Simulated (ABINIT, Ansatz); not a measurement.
# Quasiparticle gap of Ga2O3 (C2/m) in ABINIT

Wanted: ground state, empty states, screening and self-energy for Ga2O3 (C2/m).

Calculated with ABINIT 10.8.3; PBE and many-body steps on it, plane waves.

**The experiments to reproduce.**

- Gap 4.98 eV: direct optical gap from Tauc plot, film annealed at 900 C; UV-Vis transmission and reflection, Tauc plot; film (80 nm PE-ALD film on sapphire, annealed in O2 at 900 C for 15 min) on sapphire (“Investigation of Ga2O3-Based Deep Ultraviolet Photodetectors Using Plasma-Enhanced Atomic Layer Deposition System”, 2020, pmc:7662978).

- Gap 4.88 eV: gap from onset of inelastic loss at Ga 2p3/2; XPS energy loss onset; film (“Metalorganic Chemical Vapor Deposition of beta-(AlxGa1-x)2O3 thin films on (001) beta-Ga2O3 substrates”, 2023, arxiv:2301.10897).

- Gap 4.5 eV: optical absorption edge from ellipsometry; spectroscopic ellipsometry; film (oxidised 75 nm GaSe layer, annealed at 800 C in oxygen) on Al2O3 (“Thin Ga2O3 Layers by Thermal Oxidation of van der Waals GaSe Nanostructures for Ultraviolet Photon Sensing”, 2024, pmc:11320379).

- Gap 4.96 eV: direct optical gap from Tauc plot, film annealed at 800 C; UV-Vis transmission and reflection, Tauc plot; film (80 nm PE-ALD film on sapphire, annealed in O2 at 800 C for 15 min) on sapphire (“Investigation of Ga2O3-Based Deep Ultraviolet Photodetectors Using Plasma-Enhanced Atomic Layer Deposition System”, 2020, pmc:7662978).

- Gap 4.85 eV: band gap from O 1s peak to onset of inelastic energy loss; XPS O 1s energy loss onset; film (pristine epitaxial beta-Ga2O3 (010) substrate) (“Band alignment of grafted monocrystalline Si (001)/beta-Ga2O3 (010) p-n heterojunction determined by X-ray photoelectron spectroscopy”, 2023, arxiv:2312.00771).

This is a selection; 9 further reports are not listed.

## 1. Set-up

It takes space group C2/m (No. 12, monoclinic). The conventional cell has a = 12.214 Å, b = 3.037 Å, c = 5.798 Å, α = 90.00°, β = 103.83°, γ = 90.00°. Ga has 4 O at 1.83 to 1.86 Å nearest. Nearest to Ga lie 6 O at 1.94 to 2.07 Å. Nearest to O lie 3 Ga at 1.83 to 1.94 Å. Nearest to O lie 4 Ga at 1.86 to 2.07 Å. O has 3 Ga at 1.83 to 1.94 Å nearest. Farther neighbours and most contacts between anions are not listed.

The cell and positions come from the Crystallography Open Database and are kept as given unless a step says otherwise.

## 2. Ground state

This step: ABINIT 10.8.3; DFT, PBE, plane waves, norm-conserving pseudopotentials.

The ground-state density comes first.

run.abi reads:

```
acell 3*1.0 Angstrom
rprim 
  6.107000000000 -1.518550000000 0.000000000000
  6.107000000000 1.518550000000 0.000000000000
  -1.385988895900 0.000000000000 5.630008738000
ntypat 2
znucl 31 8
natom 10
typat 1 1 1 1 2 2 2 2 2 2
xred 
  0.090500000000 0.090500000000 0.794600000000
  0.909500000000 0.909500000000 0.205400000000
  0.658660000000 0.658660000000 0.314020000000
  0.341340000000 0.341340000000 0.685980000000
  0.164500000000 0.164500000000 0.109800000000
  0.835500000000 0.835500000000 0.890200000000
  0.173300000000 0.173300000000 0.563200000000
  0.826700000000 0.826700000000 0.436800000000
  0.495900000000 0.495900000000 0.256600000000
  0.504100000000 0.504100000000 0.743400000000
pp_dirpath "pseudos"
pseudos "Ga.upf, O.upf"
ecut 45
ngkpt 8 8 4
nshiftk 1
shiftk 0 0 0
kptopt 1
chksymbreak 0
nband 69
occopt 1
tolvrs 1e-10
nstep 60
prtwf 0
optforces 0
optstress 0
indata_prefix "in"
outdata_prefix "out"
tmpdata_prefix "tmp"
```

Command:

```bash
$ OMP_NUM_THREADS=1 mpirun -n 16 abinit run.abi > log
```

Numbers of over 12 decimals in the logs are rounded to 6 here.

Log:

```text
.Version 10.8.3 of ABINIT. v10.8.2 released Aug 2026.

 Symmetries : space group C2/m (# 12); Bravais mC (1-face-center monocl.)
================================================================================
 Values of the parameters that define the memory need of the present run
     intxc =       0    ionmov =       0      iscf =       7    lmnmax =       6
     lnmax =       6     mgfft =      72  mpssoang =       3    mqgrid =    3213
     natom =      10  nloc_mem =       1    nspden =       1   nspinor =       1
    nsppol =       1      nsym =       4    n1xccc =    2501    ntypat =       2
    occopt =       1   xclevel =       2
-    mband =          69        mffmem =           1         mkmem =           5
       mpw =       10187          nfft =      373248          nkpt =          78
================================================================================
  Rough estimation (10% accuracy) of disk space for files :
================================================================================

--------------------------------------------------------------------------------
------------- Echo of variables that govern the present computation ------------
--------------------------------------------------------------------------------
 -outvars: echo values of preprocessed input variables --------
            acell      1.8897261259E+00  1.8897261259E+00  1.8897261259E+00 Bohr

      chksymbreak           0
             ecut      4.50000000E+01 Hartree
-          fftalg         312

              ixc     -101130
              kpt      0.00000000E+00  0.00000000E+00  0.00000000E+00
                       1.25000000E-01  0.00000000E+00  0.00000000E+00
                       2.50000000E-01  0.00000000E+00  0.00000000E+00
                       3.75000000E-01  0.00000000E+00  0.00000000E+00
                       5.00000000E-01  0.00000000E+00  0.00000000E+00
                       1.25000000E-01  1.25000000E-01  0.00000000E+00
                       2.50000000E-01  1.25000000E-01  0.00000000E+00
                       3.75000000E-01  1.25000000E-01  0.00000000E+00
                       5.00000000E-01  1.25000000E-01  0.00000000E+00
   [... 39 further rows ...]
                      -3.75000000E-01  5.00000000E-01  2.50000000E-01
                      -2.50000000E-01  5.00000000E-01  2.50000000E-01
                       outvar_i_n : Printing only first  50 k-points.
         kptrlatt        8    0    0      0    8    0      0    0    4
          kptrlen      4.38272842E+01
P           mkmem           5
            natom          10
            nband          69
            ngfft          72      72      72
             nkpt          78
            nstep          60
             nsym           4
           ntypat           2
              occ      2.000000  2.000000  2.000000  2.000000  2.000000  2.000000
                       2.000000  2.000000  2.000000  2.000000  2.000000  2.000000
                       2.000000  2.000000  2.000000  2.000000  2.000000  2.000000
                       2.000000  2.000000  2.000000  2.000000  2.000000  2.000000
                       2.000000  2.000000  2.000000  2.000000  2.000000  2.000000
                       2.000000  2.000000  2.000000  2.000000  2.000000  2.000000
                       2.000000  2.000000  2.000000  2.000000  2.000000  2.000000
                       2.000000  2.000000  2.000000  2.000000  2.000000  2.000000
                       2.000000  2.000000  2.000000  2.000000  2.000000  2.000000
                       2.000000  2.000000  2.000000  2.000000  2.000000  2.000000
                       0.000000  0.000000  0.000000  0.000000  0.000000  0.000000
[...]
optforces           0
        optstress           0
            prtwf           0
            rprim      6.1070000000E+00 -1.5185500000E+00  0.0000000000E+00
[...]
spgroup          12

           tolvrs      1.00000000E-10

             xred      9.0500000000E-02  9.0500000000E-02  7.9460000000E-01
[...]
znucl       31.00000    8.00000

================================================================================

 chkinp: Checking input parameters for consistency.

================================================================================
== DATASET  1 ==================================================================
-   mpi_nproc: 16, omp_nthreads: 1 (-1 if OMP is not activated)

--- !DatasetInfo
iteration_state: {dtset: 1, }
dimensions: {natom: 10, nkpt: 78, mband: 69, nsppol: 1, nspinor: 1, nspden: 1, mpw: 10187, }
cutoff_energies: {ecut:  45.0, pawecutdg:  -1.0, }
electrons: {nelect:   1.20000000E+02, charge:   0.00000000E+00, occopt:   1.00000000E+00, tsmear:   1.00000000E-02, }

 Real(R)+Recip(G) space primitive vectors, cartesian coordinates (Bohr,Bohr^-1):
 R(1)= 11.5405575 -2.8696436  0.0000000  G(1)=  0.0433255 -0.1742377  0.0106658
 R(2)= 11.5405575  2.8696436  0.0000000  G(2)=  0.0433255  0.1742377  0.0106658
 R(3)= -2.6191394  0.0000000 10.6391746  G(3)=  0.0000000  0.0000000  0.0939923
 Unit cell volume ucvol=  7.0468120E+02 bohr^3
 Angles (23,13,12)=  1.03413542E+02  1.03413542E+02  2.79276276E+01 degrees

 getcut: wavevector=  0.0000  0.0000  0.0000  ngfft=  72  72  72
         ecut(hartree)=     45.000   => boxcut(ratio)=   2.00517

[...]
_setup2: Arith. and geom. avg. npw (full set) are   10160.699   10160.691

================================================================================

--- !BeginCycle
iteration_state: {dtset: 1, }
solver: {iscf: 7, nstep: 60, nline: 4, wfoptalg: 0, }
tolerances: {tolvrs: 1.00E-10, }

     iter   Etot(hartree)      deltaE(h)  residm     vres2
 ETOT  1  -1085.0325489612    -1.085E+03 6.021E-01 1.540E+04
 ETOT  2  -1089.6746532847    -4.642E+00 1.058E-01 2.741E+04
 ETOT  3  -1092.8046350575    -3.130E+00 4.793E-02 1.203E+03
 ETOT  4  -1092.8548070166    -5.017E-02 3.001E-02 8.056E+02
 ETOT  5  -1092.8999127217    -4.511E-02 1.066E-02 2.154E+02
 ETOT  6  -1092.9184192111    -1.851E-02 4.708E-03 1.935E+01
 ETOT  7  -1092.9197278949    -1.309E-03 3.171E-03 3.945E+00
 ETOT  8  -1092.9200101347    -2.822E-04 1.640E-03 4.815E-01
 ETOT  9  -1092.9200506883    -4.055E-05 1.178E-03 1.244E-02
 ETOT 10  -1092.9200517762    -1.088E-06 8.230E-04 3.998E-03
[...]
ETOT 14  -1092.9200519546    -6.526E-11 3.875E-04 1.633E-07
 ETOT 15  -1092.9200519546    -4.547E-13 2.310E-04 4.711E-08
 ETOT 16  -1092.9200519546    -3.865E-11 2.493E-04 8.457E-09
 ETOT 17  -1092.9200519545     6.889E-11 1.887E-04 1.925E-10
 ETOT 18  -1092.9200519546    -6.071E-11 1.459E-04 7.503E-11

 At SCF step   18       vres2   =  7.50E-11 < tolvrs=  1.00E-10 =>converged.

--- !ResultsGS
iteration_state: {dtset: 1, }
comment   : Summary of ground state results
lattice_vectors:
- [ 11.5405575,  -2.8696436,   0.0000000, ]
- [ 11.5405575,   2.8696436,   0.0000000, ]
- [ -2.6191394,   0.0000000,  10.6391746, ]
lattice_lengths: [  11.89199,   11.89199,   10.95682, ]
lattice_angles: [103.414, 103.414,  27.928, ] # degrees, (23, 13, 12)
lattice_volume:   7.0468120E+02
convergence: {deltae: -6.071E-11, res2:  7.503E-11, residm:  1.459E-04, diffor:  0.000E+00, }
etotal    :  -1.09292005E+03
entropy   :   0.00000000E+00
fermie    :   1.89645069E-01
cartesian_stress_tensor: null
pressure_GPa: null
xred      :
- [  9.0500E-02,   9.0500E-02,   7.9460E-01, Ga]
- [  9.0950E-01,   9.0950E-01,   2.0540E-01, Ga]
- [  6.5866E-01,   6.5866E-01,   3.1402E-01, Ga]
- [  3.4134E-01,   3.4134E-01,   6.8598E-01, Ga]
- [  1.6450E-01,   1.6450E-01,   1.0980E-01,  O]
- [  8.3550E-01,   8.3550E-01,   8.9020E-01,  O]
- [  1.7330E-01,   1.7330E-01,   5.6320E-01,  O]
- [  8.2670E-01,   8.2670E-01,   4.3680E-01,  O]
- [  4.9590E-01,   4.9590E-01,   2.5660E-01,  O]
- [  5.0410E-01,   5.0410E-01,   7.4340E-01,  O]
cartesian_forces: null
force_length_stats: {min: null, max: null, mean: null, }

 Integrated electronic density in atomic spheres:
 ------------------------------------------------
 Atom  Sphere_radius  Integrated_density
[...]
================================================================================

 ----iterations are completed or convergence reached----

 Mean square residual over all n,k,spin=   18.623E-08; max=  14.592E-05
 reduced coordinates (array xred) for   10 atoms
[...]
0.835500000000      0.835500000000      0.890200000000
       0.173300000000      0.173300000000      0.563200000000
       0.826700000000      0.826700000000      0.436800000000
       0.495900000000      0.495900000000      0.256600000000
       0.504100000000      0.504100000000      0.743400000000
 rms dE/dt=  0.0000E+00; max dE/dt=  0.0000E+00; dE/dt below (all hartree)
    1       0.000000000000      0.000000000000      0.000000000000
    2       0.000000000000      0.000000000000      0.000000000000
    3       0.000000000000      0.000000000000      0.000000000000
    4       0.000000000000      0.000000000000      0.000000000000
    5       0.000000000000      0.000000000000      0.000000000000
    6       0.000000000000      0.000000000000      0.000000000000
    7       0.000000000000      0.000000000000      0.000000000000
    8       0.000000000000      0.000000000000      0.000000000000
    9       0.000000000000      0.000000000000      0.000000000000
   10       0.000000000000      0.000000000000      0.000000000000

 cartesian coordinates (angstrom) at end:
[...]
6      8.970990    -0.000000     5.011834
    7      1.336097    -0.000000     3.170821
    8      9.491914     0.000000     2.459188
    9      5.701278    -0.000000     1.444660
   10      5.126733     0.000000     4.185348
 length scales=  1.889726125908  1.889726125908  1.889726125908 bohr
              =  1.000000000000  1.000000000000  1.000000000000 angstroms
 prteigrs : about to open file out_EIG
 Fermi (or HOMO) energy (hartree) =   0.18965   Average Vxc (hartree)=  -0.42978
 Eigenvalues (hartree) for nkpt=  78  k points:
 kpt#   1, nband= 69, wtk=  0.00391, kpt=  0.0000  0.0000  0.0000 (reduced coord)
  -5.01825   -5.01825   -5.01417   -5.01416   -3.20681   -3.20681   -3.20619   -3.20618
  -3.20427   -3.20426   -3.20201   -3.20200   -3.20093   -3.20090   -3.20085   -3.20080
  -0.50489   -0.46265   -0.46139   -0.45705   -0.43937   -0.43914   -0.28966   -0.28845
  -0.28833   -0.28632   -0.28221   -0.28159   -0.28149   -0.28104   -0.27883   -0.27429
  -0.27427   -0.27392   -0.27269   -0.27258   -0.27196   -0.27104   -0.26999   -0.26580
  -0.25996   -0.25815   -0.06776   -0.02787    0.01513    0.03657    0.06028    0.09141
   0.09531    0.10854    0.11706    0.11945    0.12937    0.13126    0.15382    0.16442
   0.16534    0.17224    0.17920    0.18880    0.27994    0.40072    0.43883    0.43991
   0.47769    0.51267    0.53598    0.53958    0.60527
 prteigrs : prtvol=0 or 1, do not print more k-points.

--- !EnergyTerms
iteration_state     : {dtset: 1, }
comment             : Components of total free energy in Hartree
kinetic             :  5.51338311596559E+02
hartree             :  4.25487164038237E+02
xc                  : -1.29139271308462E+02
Ewald energy        : -5.73488384152076E+02
psp_core            :  2.11907401819233E+01
local_psp           : -1.13390064055545E+03
non_local_psp       : -2.54407971755329E+02
total_energy        : -1.09292005195460E+03
total_energy_eV     : -2.97398696697142E+04
band_energy         : -1.30348661355310E+02

== END DATASET(S) ==============================================================
================================================================================

 -outvars: echo values of variables after computation  --------
           etotal     -1.0929200520E+03
            nband          69
             nkpt          78
          spgroup          12
 [... the other variables as echoed above ...]

 Calculation completed.
```

Run time: 12 min. Hardware: 16 MPI ranks of Arm Neoverse N1, shared host; peak memory 3.6 GiB; 3.2 h of CPU time.

This step gave:

| Property | Result |
| --- | --- |
| total energy | -29739.8697 eV |
| gap | 2.457 eV |
| k of the valence top | 0.5, 0.375, 0.5 |
| k of the conduction bottom | 0, 0, 0 |
| least direct gap | 2.480 eV |

The gap is indirect, with the least direct gap 0.02 eV higher.

[end of part 1 of 3]

[Paths, hosts, dates, memory and timing lines, banners, echoed tables and standing remarks are left out of the program output.]

[Logs are printed without paths, hosts, clocks, repeated set-up lines and the standing remarks that a program may print on its own settings, such as how far it seeks lower states.]

[Runs of the session that timed out or met a known fault of the program may be left out.]

[No measured gap is set beside runs whose start may be inverted or whose files or cutoffs have a known fault.]

[Hosts, paths, dates, database ids (printed as entryN), source tags and the programs' standing remarks are cut or masked in the printed files.]

[G0W0 gaps are taken among the corrected bands and points alone; a level outside them can change the order at an edge.]

[Where Ansatz stands beside ABINIT at settings called matched, ABINIT's density can come from a denser mesh and the files from another edition; pairs whose starting gaps differed by over 0.03 eV were left out, so agreement reads better than it is.]
